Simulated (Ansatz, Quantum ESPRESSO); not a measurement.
# MgO [001], rock salt: pulling along c

The c axis is held at a set length while the cell relaxes sideways. How do the lateral strain and the stress follow? The strained cell has c along the load; unstrained it is a = 2.9796 Å, b = 2.9796 Å, c = 4.2137 Å, α = 90.00°, β = 90.00°, γ = 90.00°, with 4 atoms.

Calculated with Quantum ESPRESSO 7.5, PBEsol, GBRV 1.5 ultrasoft potentials, cutoff 680 eV, Fermi–Dirac smearing 0.02 eV, k-mesh 9×9×7, no spin polarisation, no spin-orbit coupling.

Relaxed positions at 0 %:

```csv
atom,x,y,z
Mg,0.0000,0.0000,0.0000
Mg,0.5000,0.5000,0.5000
O,0.0000,0.0000,0.5000
O,0.5000,0.5000,0.0000
```

| ε_c (%) | a (Å) | c (Å) | ε_a (%) | σ (GPa, tension positive) |
| --- | --- | --- | --- | --- |
| −3 | 3.0020 | 4.0873 | 0.754 | −9.05 |
| −2 | 2.9943 | 4.1295 | 0.495 | −5.68 |
| −1 | 2.9868 | 4.1716 | 0.244 | −2.68 |
| 0 | 2.9794 | 4.2137 | −0.006 | −0.02 |
| 1 | 2.9725 | 4.2559 | −0.237 | 2.34 |
| 3 | 2.9599 | 4.3402 | −0.661 | 6.30 |

**Question.** Fit both responses and give the free strain and the stress at +2 %, a row left out above.

Least squares with y = y0 + y1 ε + y2 ε² (ε in %) gives ε_a = −0.003 + (−0.2366) ε + (0.0056) ε² and σ = −0.01 + (2.550) ε + (−0.151) ε² GPa. The linear terms put the ratio of free to applied strain at −0.237 and the Young modulus at 255 GPa.

At +2 % the free strain comes out as −0.454 %. The run itself gives −0.453 %, so the estimate misses by 0.001 %; the fitted rows themselves lie up to 0.005 % off the law.

The stress comes out as 4.49 GPa. The run itself gives 4.46 GPa, so the estimate misses by 0.03 GPa; the fitted rows themselves lie up to 0.05 GPa off the law.

Along a cube axis ν = C12/(C11 + C12) and Y = (C11 − C12)(C11 + 2C12)/(C11 + C12), so C11 = Y(1 − ν)/[(1 + ν)(1 − 2ν)] = 299 GPa and C12 = 93 GPa.

The negative ε² term means that the crystal stiffens in compression and softens in tension.

The same fit over all rows at other levels or in other programs gives the strain ratio = −0.236 with PBEsol (Ansatz).

[Logs are printed without paths, hosts, clocks, repeated set-up lines and the standing remarks that a program may print on its own settings, such as how far it seeks lower states.]
